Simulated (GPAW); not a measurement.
# BN in line between two Al chains: relaxation, then transmission at several levels, part 2 of 2

How well does BN in line between two Al chains conduct once its atoms have relaxed, and how much do cheaper levels lose?

GPAW 26.7.0; GPAW LCAO, PAW setups; relaxation of the junction within the symmetry of its start, lead ends held (the session's first sound run).

So far, transmission at the Fermi level (one spin): step 3 (GPAW, dzp) 1.24; step 4 (basis szp(dzp)) 1.22. Also open channels of the lead at the Fermi level (one spin): step 3 2; step 4 2.

**5. Minimal basis**

Level of this step: GPAW LCAO, PAW setups; Landauer transmission from Green's functions with principal layers (ASE), zero bias (GPAW).

One function for each valence shell of the setup, as for a first survey of a large system.

File run.py:

```python
import json
import numpy as np
from ase import Atoms
from ase.transport.calculators import TransportCalculator
from gpaw import GPAW, FermiDirac
from gpaw.lcao.tools import get_lcao_hamiltonian
from scipy.linalg import eigh

# The junction with lead layers at both ends, along the third cell vector
device = Atoms(
    ['Al', 'Al', 'Al', 'Al', 'Al', 'Al', 'Al', 'B', 'N', 'Al', 'Al', 'Al', 'Al', 'Al', 'Al', 'Al'],
    positions=[
        [4.50000, 4.50000, 1.20000],
        [4.50000, 4.50000, 3.60000],
        [4.50000, 4.50000, 6.00000],
        [4.50000, 4.50000, 8.40000],
        [4.50000, 4.50000, 10.80000],
        [4.50000, 4.50000, 13.20000],
        [4.50000, 4.50000, 15.53740],
        [4.50000, 4.50000, 17.54181],
        [4.50000, 4.50000, 18.83596],
        [4.50000, 4.50000, 20.58156],
        [4.50000, 4.50000, 22.94760],
        [4.50000, 4.50000, 25.34760],
        [4.50000, 4.50000, 27.74760],
        [4.50000, 4.50000, 30.14760],
        [4.50000, 4.50000, 32.54760],
        [4.50000, 4.50000, 34.94760]],
    cell=[[9.0, 0.0, 0.0], [0.0, 9.0, 0.0], [0.0, 0.0, 36.1476]],
    pbc=True)

# One principal layer of the lead: the first 4 atoms of the device
lead = Atoms(
    ['Al', 'Al', 'Al', 'Al'],
    positions=[
        [4.50000, 4.50000, 1.20000],
        [4.50000, 4.50000, 3.60000],
        [4.50000, 4.50000, 6.00000],
        [4.50000, 4.50000, 8.40000]],
    cell=[[9.0, 0.0, 0.0], [0.0, 9.0, 0.0], [0.0, 0.0, 9.6]],
    pbc=True)

settings = dict(mode='lcao', basis='sz(dzp)', xc='PBE', h=0.18,
                occupations=FermiDirac(0.1), maxiter=250,
                mixer=dict(beta=0.1, nmaxold=8, weight=100.0),
                convergence=dict(density=0.0001))
energies = np.arange(-2, 2 + 1e-9, 0.025)
eta = 0.0001
n1, n2 = 1, 1
# k and -k transmit alike, so half of the mesh across the current serves
mesh = [(i, j) for i in range(n1) for j in range(n2) if (i, j) <= (-i % n1, -j % n2)]
weights = np.array([1 if (i, j) == (-i % n1, -j % n2) else 2 for i, j in mesh]) / (n1 * n2)

# [... helper functions left out ...]
fermi_lead = ground_state(lead, (1, 1, 12), 'lead.txt')
fermi_device = ground_state(device, (1, 1, 2), 'device.txt')
# [... loop over the mesh left out, but for ...]
        # Shift the lead onto the potential of the device's first layer
        shift = ((H[:, 0, 0] - H0[:, 0, 0]) / S0[0, 0]).real.mean()
# [...]
kT = 8.617333e-5 * 300
bias = [0.1, 0.2, 0.5, 1.0, 1.5, 2.0]
# [... integrals and printing left out ...]
```

On the command line:

```bash
$ OMP_NUM_THREADS=1 OPENBLAS_NUM_THREADS=1 python run.py
```

What it wrote:

```text
basis functions: device 64, principal layer 16
Fermi level: lead -3.8293 eV, device -3.8058 eV; lead shifted by -0.0073 eV
largest coupling past the next layer 9.49e-16 eV, largest misfit of the first layer 0.028 eV
  E-E_F (eV)   T (one spin)  channels
    -2.000    7.6573e-03    1.0000
    -1.975    6.9983e-03    1.0000
    -1.950    6.3259e-03    1.0000
[...]
1.975    1.5298e+00    3.0000
     2.000    1.5359e+00    3.0000
conductance at 300 K: 1.3403 G0 a cell; thermopower 0.8976 uV/K
current from the zero-bias T(E) at 0.1 V: 10.351 uA
current from the zero-bias T(E) at 0.2 V: 20.508 uA
current from the zero-bias T(E) at 0.5 V: 48.469 uA
current from the zero-bias T(E) at 1.0 V: 79.323 uA
current from the zero-bias T(E) at 1.5 V: 98.989 uA
current from the zero-bias T(E) at 2.0 V: 120.64 uA
```

Elapsed: 65 s, on 1 thread of Arm Neoverse V2, shared host; peak memory 1.5 GiB.

Numbers from this step:

```yaml
conductance: 1.340 G₀
largest_coupling_past_the_next_principal_layer: 9.49e-16 eV
largest_misfit_of_the_first_principal_layer: 0.02818 eV
shift_that_aligns_the_lead: -0.007262 eV
basis_functions_of_the_junction: 64
basis_functions_of_a_principal_layer: 16
transmission_at_the_fermi_level_one_spin: 1.352
```

One spin. Transmission, zone mean against energy, zero at the Fermi level:

| energy (eV) | transmission, zone mean |
| --- | --- |
| -2.000 | 0.00766 |
| -1.900 | 0.00494 |
| -1.800 | 0.00193 |
| -1.700 | 1.6e-10 |
| -1.600 | 6.9e-12 |
| -1.500 | 1.3e-12 |
| -1.400 | 0 |
| -1.300 | 0 |
| -1.200 | 0 |
| -1.100 | 0 |
| -1.000 | 0 |
| -0.900 | 0 |
| -0.800 | 0 |
| -0.700 | 0 |
| -0.600 | 0 |
| -0.500 | 1.1e-11 |
| -0.400 | 0.431 |
| -0.300 | 1.02 |
| -0.200 | 1.17 |
| -0.100 | 1.31 |
| -0.025 | 1.35 |
| 0.000 | 1.35 |
| 0.100 | 1.28 |
| 0.200 | 1.17 |
| 0.300 | 1.08 |
| 0.400 | 1.01 |
| 0.500 | 0.978 |
| 0.600 | 0.970 |
| 0.700 | 1.06 |
| 0.800 | 1.09 |
| 0.900 | 1.13 |
| 1.000 | 1.16 |
| 1.100 | 1.20 |
| 1.200 | 1.24 |
| 1.300 | 1.29 |
| 1.400 | 1.33 |
| 1.500 | 1.37 |
| 1.600 | 1.41 |
| 1.700 | 1.45 |
| 1.800 | 1.48 |
| 1.900 | 1.51 |
| 2.000 | 1.54 |

The conductance, 1.34 G₀, lies 9.4 % above that of the dzp run.

**6. revPBE in the dzp basis: xc = "revPBE"**

Back in the dzp basis, the functional changes from PBE to revPBE, to set the spread between functionals beside that between bases.

run.py, as its differences from that of step 5:

```diff
@@ -42,3 +42,3 @@
 
-settings = dict(mode='lcao', basis='sz(dzp)', xc='PBE', h=0.18,
+settings = dict(mode='lcao', basis='dzp', xc='revPBE', h=0.18,
                 occupations=FermiDirac(0.1), maxiter=250,
```

What it wrote:

```text
basis functions: device 208, principal layer 52
Fermi level: lead -3.0756 eV, device -3.0468 eV; lead shifted by -0.0058 eV
largest coupling past the next layer 1.83e-15 eV, largest misfit of the first layer 0.020 eV
  E-E_F (eV)   T (one spin)  channels
    -2.000    2.3815e-02    1.0000
    -1.975    2.3102e-02    1.0000
    -1.950    2.2385e-02    1.0000
[...]
1.975    1.4157e+00    3.0000
     2.000    1.4216e+00    3.0000
conductance at 300 K: 1.2042 G0 a cell; thermopower 0.9478 uV/K
current from the zero-bias T(E) at 0.1 V: 9.2948 uA
current from the zero-bias T(E) at 0.2 V: 18.386 uA
current from the zero-bias T(E) at 0.5 V: 43.021 uA
current from the zero-bias T(E) at 1.0 V: 68.378 uA
current from the zero-bias T(E) at 1.5 V: 84.751 uA
current from the zero-bias T(E) at 2.0 V: 102.32 uA
```

Elapsed: 2.2 min, on 1 thread; peak memory 1.7 GiB.

Numbers from this step:

```
conductance                                    : 1.204 G₀
largest coupling past the next principal layer : 1.83e-15 eV
largest misfit of the first principal layer    : 0.02042 eV
shift that aligns the lead                     : -0.005780 eV
basis functions of the junction                : 208
basis functions of a principal layer           : 52
transmission at the Fermi level (one spin)     : 1.217
```

The conductance, 1.20 G₀, lies 1.7 % below that of the dzp run.

**7. The structure as built: geometry = "as built"**

The dzp basis with PBE on the structure as first built shows what the relaxation was worth.

run.py, as its differences from that of step 6:

```diff
@@ -18,6 +18,6 @@
         [4.50000, 4.50000, 13.20000],
-        [4.50000, 4.50000, 15.53740],
-        [4.50000, 4.50000, 17.54181],
-        [4.50000, 4.50000, 18.83596],
-        [4.50000, 4.50000, 20.58156],
+        [4.50000, 4.50000, 15.60000],
+        [4.50000, 4.50000, 17.53630],
+        [4.50000, 4.50000, 18.81630],
+        [4.50000, 4.50000, 20.54760],
         [4.50000, 4.50000, 22.94760],
@@ -42,3 +42,3 @@
 
-settings = dict(mode='lcao', basis='dzp', xc='revPBE', h=0.18,
+settings = dict(mode='lcao', basis='dzp', xc='PBE', h=0.18,
                 occupations=FermiDirac(0.1), maxiter=250,
```

What it wrote:

```text
basis functions: device 208, principal layer 52
Fermi level: lead -3.1259 eV, device -3.0883 eV; lead shifted by -0.0055 eV
largest coupling past the next layer 2.45e-15 eV, largest misfit of the first layer 0.017 eV
  E-E_F (eV)   T (one spin)  channels
    -2.000    2.2045e-02    1.0000
    -1.975    2.1361e-02    1.0000
    -1.950    2.0673e-02    1.0000
[...]
1.975    1.3769e+00    3.0000
     2.000    1.3792e+00    3.0000
conductance at 300 K: 1.3406 G0 a cell; thermopower -0.6788 uV/K
current from the zero-bias T(E) at 0.1 V: 10.353 uA
current from the zero-bias T(E) at 0.2 V: 20.505 uA
current from the zero-bias T(E) at 0.5 V: 48.291 uA
current from the zero-bias T(E) at 1.0 V: 78.339 uA
current from the zero-bias T(E) at 1.5 V: 98.952 uA
current from the zero-bias T(E) at 2.0 V: 121.04 uA
```

The job ended after 1.8 min (1 thread; peak memory 1.7 GiB).

This step gave:

```
conductance                                    : 1.341 G₀
largest coupling past the next principal layer : 2.45e-15 eV
largest misfit of the first principal layer    : 0.01704 eV
shift that aligns the lead                     : -0.005488 eV
transmission at the Fermi level (one spin)     : 1.353
```

The conductance, 1.34 G₀, lies 9.4 % above that of the dzp run.

**8. All levels side by side**

Times are for 1 thread of Arm Neoverse V2, shared host. The series side by side:

| no. | run | conductance (G₀) | time | memory (GiB) |
| --- | --- | --- | --- | --- |
| 1 | dzp | 1.225 | 2 min | 1.7 |
| 2 | szp | 1.204 | 87 s | 1.7 |
| 3 | sz | 1.340 | 65 s | 1.5 |
| 4 | dzp revPBE | 1.204 | 2.2 min | 1.7 |
| 5 | asbuilt | 1.341 | 1.8 min | 1.7 |

**9. The levels side by side**

The curves are compared point by point over the common energies.

This step: comparison of transmission and cost over codes, levels and geometry (GPAW 26.7.0).

Ladder, by row:

| step | code | T at the Fermi level (sum over the listed spins) | conductance (G0) | r.m.s. T(E) from the first | wall time (s) | peak memory (GiB) | threads |
| --- | --- | --- | --- | --- | --- | --- | --- |
| dzp | GPAW | 1.238 | 1.225 | 0 | 122.8 | 1.73 | 1 |
| szp | GPAW | 1.219 | 1.204 | 0.05074 | 86.86 | 1.7 | 1 |
| sz | GPAW | 1.352 | 1.34 | 0.1008 | 64.55 | 1.53 | 1 |
| dzp-revPBE | GPAW | 1.217 | 1.204 | 0.02503 | 132.1 | 1.73 | 1 |
| asbuilt | GPAW | 1.353 | 1.341 | 0.09941 | 111 | 1.73 | 1 |

The transmission, zone mean, sum over the listed spins by energy, zero at the Fermi level:

| energy (eV) | dzp | szp | sz | dzp-revPBE | asbuilt |
| --- | --- | --- | --- | --- | --- |
| -2.000 | 0.0237 | 0.0175 | 0.00766 | 0.0238 | 0.0220 |
| -1.800 | 0.0180 | 0.0125 | 0.00193 | 0.0180 | 0.0165 |
| -1.600 | 0.0117 | 0.00695 | 6.9e-12 | 0.0116 | 0.0105 |
| -1.400 | 0.00429 | 1.5e-4 | 3.9e-13 | 0.00419 | 0.00371 |
| -1.200 | 2.6e-11 | 3.4e-12 | 8.4e-14 | 2.3e-11 | 2.4e-11 |
| -1.000 | 1.7e-12 | 3.5e-13 | 3.4e-14 | 1.6e-12 | 1.7e-12 |
| -0.800 | 8.5e-13 | 1.0e-13 | 2.1e-14 | 8.3e-13 | 9.6e-13 |
| -0.600 | 7.1e-13 | 5.4e-14 | 3.8e-14 | 7.1e-13 | 8.3e-13 |
| -0.400 | 0.0569 | 1.5e-9 | 0.431 | 0.0529 | 0.0659 |
| -0.200 | 1.04 | 1.00 | 1.17 | 1.02 | 1.10 |
| -0.025 | 1.24 | 1.22 | 1.35 | 1.22 | 1.35 |
| 0.000 | 1.24 | 1.22 | 1.35 | 1.22 | 1.35 |
| 0.200 | 1.06 | 1.04 | 1.17 | 1.04 | 1.23 |
| 0.400 | 0.903 | 0.890 | 1.01 | 0.877 | 1.09 |
| 0.600 | 0.864 | 0.863 | 0.970 | 0.838 | 1.06 |
| 0.800 | 0.893 | 1.01 | 1.09 | 0.867 | 1.08 |
| 1.000 | 1.10 | 1.10 | 1.16 | 1.07 | 1.26 |
| 1.200 | 1.17 | 1.19 | 1.24 | 1.15 | 1.28 |
| 1.400 | 1.25 | 1.28 | 1.33 | 1.23 | 1.31 |
| 1.600 | 1.32 | 1.36 | 1.41 | 1.30 | 1.33 |
| 1.800 | 1.38 | 1.42 | 1.48 | 1.37 | 1.36 |
| 2.000 | 1.44 | 1.48 | 1.54 | 1.42 | 1.38 |

**10. Broadening 0.01**

The broadening keeps the Green's functions finite; too large a value absorbs electrons where channels are open and leaks them where none are.

This step: GPAW LCAO, PAW setups; Landauer transmission from Green's functions with principal layers (ASE), zero bias (GPAW 26.7.0).

run.py, as its differences from that of step 7:

```diff
@@ -18,6 +18,6 @@
         [4.50000, 4.50000, 13.20000],
-        [4.50000, 4.50000, 15.60000],
-        [4.50000, 4.50000, 17.53630],
-        [4.50000, 4.50000, 18.81630],
-        [4.50000, 4.50000, 20.54760],
+        [4.50000, 4.50000, 15.53740],
+        [4.50000, 4.50000, 17.54181],
+        [4.50000, 4.50000, 18.83596],
+        [4.50000, 4.50000, 20.58156],
         [4.50000, 4.50000, 22.94760],
@@ -47,3 +47,3 @@
 energies = np.arange(-2, 2 + 1e-9, 0.025)
-eta = 0.0001
+eta = 0.01
 n1, n2 = 1, 1
```

What it wrote:

```text
basis functions: device 208, principal layer 52
Fermi level: lead -3.1259 eV, device -3.0990 eV; lead shifted by -0.0058 eV
largest coupling past the next layer 2.45e-15 eV, largest misfit of the first layer 0.020 eV
  E-E_F (eV)   T (one spin)  channels
    -2.000    2.1277e-02    1.0000
    -1.975    2.0637e-02    1.0000
    -1.950    1.9992e-02    1.0000
    -1.925    1.9343e-02    1.0000
    -1.900    1.8689e-02    1.0000
    -1.875    1.8029e-02    1.0000
    -1.850    1.7363e-02    1.0000
    -1.825    1.6691e-02    1.0000
    -1.800    1.6012e-02    1.0000
    -1.775    1.5324e-02    1.0000
    -1.750    1.4629e-02    1.0000
    -1.725    1.3924e-02    1.0000
    -1.700    1.3209e-02    1.0000
    -1.675    1.2482e-02    1.0000
    -1.650    1.1744e-02    1.0000
    -1.625    1.0993e-02    1.0000
[...]
1.825    1.2314e+00    3.0000
     1.850    1.2384e+00    3.0000
     1.875    1.2451e+00    3.0000
     1.900    1.2517e+00    3.0000
     1.925    1.2581e+00    3.0000
     1.950    1.2643e+00    3.0000
     1.975    1.2703e+00    3.0000
     2.000    1.2761e+00    3.0000
conductance at 300 K: 0.90822 G0 a cell; thermopower -2.088 uV/K
current from the zero-bias T(E) at 0.1 V: 7.0084 uA
current from the zero-bias T(E) at 0.2 V: 13.851 uA
current from the zero-bias T(E) at 0.5 V: 32.133 uA
current from the zero-bias T(E) at 1.0 V: 50.974 uA
current from the zero-bias T(E) at 1.5 V: 65.166 uA
current from the zero-bias T(E) at 2.0 V: 80.907 uA
```

Run time: 2.1 min. Hardware: 1 thread; peak memory 1.7 GiB.

The run finished with changed settings (eta = 0.01); it serves as a test.

The two runs compared:

| quantity | this run | sound run | difference |
| --- | --- | --- | --- |
| conductance (G₀) | 0.90822 | 1.2252 | -0.317 |
| transmission at the Fermi level (one spin) | 0.91866 | 1.2381 | -0.319 |

One result that differs is the conductance, 0.908 G₀ against 1.23 G₀.

**11. Results**

```yaml
conductance: 1.23 G₀
transmission_at_the_fermi_level_mean_of_the_spins: 1.24
thermopower: about 0 (under 1.5 μV/K)
open_channels_of_the_lead_there: 2
```

**Reading.** In the dzp basis the junction conducts 1.23 G₀ at 300 K, with T = 1.24 a spin at the Fermi level; the sz basis reaches that conductance within 10 %. Relaxation moved atoms by up to 0.063 Å and took the conductance from 1.34 to 1.23 G₀, as a ratio about as much as the step from dzp to the minimal basis. The scatterer reflects about 38 % of the incoming channels at the Fermi level. At the Fermi level two eigenchannels carry the current (0.62 and 0.62). Measured against the first run (dzp), the nearest curve is that of dzp-revPBE (r.m.s. 0.025) and the farthest that of sz (0.10). Over the compared runs wall time goes from 65 s (sz) to 132 s (dzp-revPBE), on a shared host. The leads kept an estimated spacing and the cell its length, so the junction may be under some tension or compression. The geometry comes from the orbital basis, which tends to overbind, and kept the symmetry of the start, so a structure of lower symmetry may lie lower. An evenly spaced straight chain is an idealisation: free chains tend to dimerise, zigzag or, where a band edge lies near the Fermi level, turn magnetic. The currents use the zero-bias T(E) throughout, which holds only while the bias is small against the distance to the nearest feature.

[Logs are printed without paths, hosts, clocks, repeated set-up lines and the standing remarks that a program may print on its own settings, such as how far it seeks lower states.]

[Hosts, paths, dates, database ids (printed as entryN), source tags and the programs' standing remarks are cut or masked in the printed files.]
